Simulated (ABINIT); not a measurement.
# Ca2FeH6 (Fm-3m): a self-consistent loop beyond G0W0, cycle by cycle, part 3 of 3

How far does self-consistency move the gap of Ca2FeH6 (Fm-3m)?

ABINIT 10.8.3; LDA and many-body steps on it, plane waves. Known limits of the many-body steps: not at the basis limit; no spin polarisation; d states lean on the start; coarse k mesh.

So far. Step 11 (evGW, cycle 1): Against G0W0 in ABINIT (2×2×2 mesh, 77 bands, screening to 106.1 eV, Godby-Needs plasmon pole), the gap moves by +0.393 eV. Step 14 (evGW, cycle 2): Against the cycle before, the gap moves by +0.033 eV.

### 15. Screening, 2×2×2 mesh, 77 bands, screening to 106.1 eV

This step: RPA screening on LDA, plane waves, norm-conserving pseudopotentials.

Input file run.abi:

```
acell 3*1.0 Angstrom
rprim 
  0.000000000000 3.496077550000 3.496077550000
  3.496077550000 0.000000000000 3.496077550000
  3.496077550000 3.496077550000 0.000000000000
ntypat 3
znucl 20 26 1
natom 9
typat 1 1 2 3 3 3 3 3 3
xred 
  0.250000000000 0.250000000000 0.250000000000
  0.750000000000 0.750000000000 0.750000000000
  0.000000000000 0.000000000000 0.000000000000
  0.771967350000 0.228032650000 0.228032650000
  0.228032650000 0.771967350000 0.771967350000
  0.228032650000 0.771967350000 0.228032650000
  0.771967350000 0.228032650000 0.771967350000
  0.228032650000 0.228032650000 0.771967350000
  0.771967350000 0.771967350000 0.228032650000
pp_dirpath "pseudos"
pseudos "Ca.upf, Fe.upf, H.upf"
ecut 39
ngkpt 2 2 2
nshiftk 1
shiftk 0 0 0
kptopt 1
chksymbreak 0
istwfk *1
occopt 1
irdwfk 1
optdriver 3
nband 77
ecuteps 3.9
inclvkb 2
awtr 1
symchi 1
gwcalctyp 10
mbpt_sciss 1.746 eV
nqptdm 1
qptdm 
  0 0 0
indata_prefix "in"
outdata_prefix "out"
tmpdata_prefix "tmp"
```

Started as:

```
$ OMP_NUM_THREADS=1 mpirun -n 4 abinit run.abi > log
```

Numbers of over 12 decimals in the logs are rounded to 6 here.

What it wrote:

```text
.Version 10.8.3 of ABINIT. v10.8.2 released Aug 2026.

 Symmetries : space group Fm -3 m (#225); Bravais cF (face-center cubic)
[... echo of the input left out ...]
== DATASET  1 ==================================================================
-   mpi_nproc: 4, omp_nthreads: 1 (-1 if OMP is not activated)

--- !DatasetInfo
iteration_state: {dtset: 1, }
dimensions: {natom: 9, nkpt: 3, mband: 77, nsppol: 1, nspinor: 1, nspden: 1, mpw: 6754, }
cutoff_energies: {ecut:  39.0, pawecutdg:  -1.0, }
[...]
[... chi0 elements left out ...]
 For q-point:  0.000010 0.000020 0.000030
  dielectric constant =   4.2252
  dielectric constant without local fields =   4.8081

  Average fulfillment of the sum rule on Im[epsilon] for q-point    1 :     48.61  [%]
[... wings left out ...]
== END DATASET(S) ==============================================================
================================================================================

 -outvars: echo values of variables after computation  --------
           etotal      0.0000000000E+00
            nband          77
             nkpt           3
          spgroup         225
 [... the other variables as echoed above ...]

 Calculation completed.
```

Wall time 6.9 s (4 MPI ranks of Arm Neoverse V2, shared host); peak memory 0.94 GiB; 27 s of CPU time.

Numbers from this step:

| Item | Value |
| --- | --- |
| ε∞ with local fields, on this mesh, along the program's q direction | 4.225 |
| the same without local fields | 4.808 |
| plasma frequency | 26.03 eV |
| plane waves in the screening matrix | 181 |

This screening uses the functional's bands under a rigid shift, the mean opening of the cycle before.

### 16. Screening, 2×2×2 mesh, 77 bands, screening to 106.1 eV

This step: RPA screening on LDA from quasiparticle energies, plane waves, norm-conserving pseudopotentials.

run.abi, as its differences from that of step 15:

```diff
@@ -36,7 +36,8 @@
 symchi 1
+irdqps 1
 gwcalctyp 10
-mbpt_sciss 1.746 eV
-nqptdm 1
+nqptdm 2
 qptdm 
-  0 0 0
+  0.5000000000 0.0000000000 0.0000000000
+  0.5000000000 0.5000000000 0.0000000000
 indata_prefix "in"
```

Input file mrgscr.stdin:

```
2
merged
q0_SCR
out_SCR
1
```

Started as:

```
$ OMP_NUM_THREADS=1 mpirun -n 4 abinit run.abi > log; mrgscr < mrgscr.stdin
```

What it wrote:

```text
.Version 10.8.3 of ABINIT. v10.8.2 released Aug 2026.

 Symmetries : space group Fm -3 m (#225); Bravais cF (face-center cubic)
[... echo of the input left out ...]
== DATASET  1 ==================================================================
-   mpi_nproc: 4, omp_nthreads: 1 (-1 if OMP is not activated)

--- !DatasetInfo
iteration_state: {dtset: 1, }
dimensions: {natom: 9, nkpt: 3, mband: 77, nsppol: 1, nspinor: 1, nspden: 1, mpw: 6754, }
cutoff_energies: {ecut:  39.0, pawecutdg:  -1.0, }
[...]
q-point number  2        q = ( 0.500000, 0.500000, 0.000000) [r.l.u.]
--------------------------------------------------------------------------------
[... chi0 elements left out ...]
  Average fulfillment of the sum rule on Im[epsilon] for q-point    3 :     52.90  [%]

== END DATASET(S) ==============================================================
================================================================================

 -outvars: echo values of variables after computation  --------
           etotal      0.0000000000E+00
            nband          77
             nkpt           3
          spgroup         225
 [... the other variables as echoed above ...]

 Calculation completed.
```

The job ended after 4 s (4 MPI ranks; peak memory 0.7 GiB; 16 s of CPU time).

This step gave:

```yaml
plasma_frequency: 26.03 eV
plane_waves_in_the_screening_matrix: 181
```

This screening reads the quasiparticle levels of the cycle before.

### 17. evGW, cycle 3

This step: evGW on LDA, plane waves, norm-conserving pseudopotentials.

run.abi, as its differences from that of step 16:

```diff
@@ -30,14 +30,20 @@
 irdwfk 1
-optdriver 3
+optdriver 4
 nband 77
-ecuteps 3.9
-inclvkb 2
-awtr 1
-symchi 1
-irdqps 1
 gwcalctyp 10
-nqptdm 2
-qptdm 
+ecutsigx 39
+symsigma 1
+nkptgw 3
+kptgw 
+  0.0000000000 0.0000000000 0.0000000000
   0.5000000000 0.0000000000 0.0000000000
   0.5000000000 0.5000000000 0.0000000000
+bdgw 
+  13 27
+  13 27
+  13 27
+ecuteps 3.9
+irdscr 1
+ppmodel 1
+irdqps 1
 indata_prefix "in"
```

Started as:

```
$ OMP_NUM_THREADS=1 mpirun -n 4 abinit run.abi > log
```

What it wrote:

```text
.Version 10.8.3 of ABINIT. v10.8.2 released Aug 2026.

 Symmetries : space group Fm -3 m (#225); Bravais cF (face-center cubic)
[... echo of the input left out ...]
== DATASET  1 ==================================================================
-   mpi_nproc: 4, omp_nthreads: 1 (-1 if OMP is not activated)

--- !DatasetInfo
iteration_state: {dtset: 1, }
dimensions: {natom: 9, nkpt: 3, mband: 77, nsppol: 1, nspinor: 1, nspden: 1, mpw: 6754, }
cutoff_energies: {ecut:  39.0, pawecutdg:  -1.0, }
[...]
Convergence of QP corrections
 >>>>> For spin  1 <<<<<
.  kptgw no:  1; Maximum DeltaE = (   0.000   0.000) for band index:  1
.  kptgw no:  2; Maximum DeltaE = (  -0.002  -0.000) for band index:  1
.  kptgw no:  3; Maximum DeltaE = (  -0.002   0.001) for band index:  1

== END DATASET(S) ==============================================================
================================================================================

 -outvars: echo values of variables after computation  --------
           etotal      0.0000000000E+00
            nband          77
             nkpt           3
          spgroup         225
 [... the other variables as echoed above ...]

 Calculation completed.
```

Elapsed: 10 s, on 4 MPI ranks; peak memory 1.2 GiB; 41 s of CPU time.

Numbers from this step:

| Quantity | Value |
| --- | --- |
| quasiparticle gap on the points computed | 2.785 eV |
| gap of the density functional on the mesh | 1.215 eV |
| k of the valence top | 0.5, 0.5, 0 |
| k of the conduction bottom | 0.5, 0.5, 0 |
| least direct quasiparticle gap on the computed points | 2.785 eV |

Against the cycle before, the gap moves by +0.003 eV.

### 18. The runs together

Times are wall times on 4 MPI ranks of Arm Neoverse V2, shared host, good to a factor of about two. A run's time includes the screening step that it read.

| run | mesh | bands | screening cutoff (eV) | DFT gap (eV) | gap on the mesh (eV) | direct (eV) | ε∞ used | time |
| --- | --- | --- | --- | --- | --- | --- | --- | --- |
| G0W0 | 2×2×2 | 77 | 106.1 | 1.215 | 2.356 | 2.356 | 5.06 | 12 s |
| evGW0, cycle 1 | 2×2×2 | 77 | 106.1 | 1.215 | 2.637 | 2.637 | 5.06 | 18 s |
| evGW0, cycle 2 | 2×2×2 | 77 | 106.1 | 1.215 | 2.455 | 2.455 | 5.06 | 18 s |
| evGW0, cycle 3 | 2×2×2 | 77 | 106.1 | 1.215 | 2.473 | 2.473 | 5.06 | 18 s |
| evGW0, cycle 4 | 2×2×2 | 77 | 106.1 | 1.215 | 2.472 | 2.472 | 5.06 | 18 s |
| evGW, cycle 1 | 2×2×2 | 77 | 106.1 | 1.215 | 2.749 | 2.749 | 4.35 | 21 s |
| evGW, cycle 2 | 2×2×2 | 77 | 106.1 | 1.215 | 2.782 | 2.782 | 4.24 | 21 s |
| evGW, cycle 3 | 2×2×2 | 77 | 106.1 | 1.215 | 2.785 | 2.785 | 4.23 | 21 s |

### 19. Outcome

| Quantity | Value |
| --- | --- |
| G0W0 | 2.356 eV |
| evGW0, cycle 1 | 2.637 eV |
| evGW0, cycle 2 | 2.455 eV |
| evGW0, cycle 3 | 2.473 eV |
| evGW0, cycle 4 | 2.472 eV |
| evGW, cycle 1 | 2.749 eV |
| evGW, cycle 2 | 2.782 eV |
| evGW, cycle 3 | 2.785 eV |
| known limits | not at the basis limit; no spin polarisation; d states lean on the start; coarse k mesh |

**Reading.** Only the bands that the input lists are updated; the others, empty or deep, keep the functional's energies or take a rigid shift. The evGW loop starts from the last levels of evGW0, so its cycles and time come on top of those. evGW0 ends at 2.47 eV, +0.12 eV from G0W0, after 4 cycles that took 41 s beside the first screening; the last moved the gap by 0.001 eV. evGW ends at 2.79 eV, +0.43 eV from G0W0, after 3 cycles that took 63 s beside the first screening; the last moved the gap by 0.003 eV. The first cycle of evGW0 takes the full correction, without the factor Z, so it overshoots the one-shot value. Bands and cutoff are finite, so the gap is not at the basis limit. The miss can reach some tenths of an eV and take either sign; the mesh is an error of its own. In the first G0W0 run levels were corrected at 2 k points alone, so a gap called «on the mesh» is the least over those, and an edge elsewhere would be missed. The 2×2×2 mesh is coarse for this cell, which bears on the long-range parts of exchange and screening. In the updated screening the q = 0 part is built from Kohn-Sham bands under a rigid shift, the other q from the quasiparticle levels. The runs have no spin polarisation. For a closed low-spin shell that is the natural state; where a d or f shell is open it is a constraint, and the gap is then not the crystal's own. With d states at the gap, one-shot GW leans hard on its start.

[Paths, hosts, dates, memory and timing lines, banners, echoed tables and standing remarks are left out of the program output.]

[Logs are printed without paths, hosts, clocks, repeated set-up lines and the standing remarks that a program may print on its own settings, such as how far it seeks lower states.]

[Runs of the session that timed out or met a known fault of the program may be left out.]

[No measured gap is set beside runs whose start may be inverted or whose files or cutoffs have a known fault.]

[Loops that did not settle are left out.]

[Hosts, paths, dates, database ids (printed as entryN), source tags and the programs' standing remarks are cut or masked in the printed files.]

[G0W0 gaps are taken among the corrected bands and points alone; a level outside them can change the order at an edge.]

[Where Ansatz stands beside ABINIT at settings called matched, ABINIT's density can come from a denser mesh and the files from another edition; pairs whose starting gaps differed by over 0.03 eV were left out, so agreement reads better than it is.]
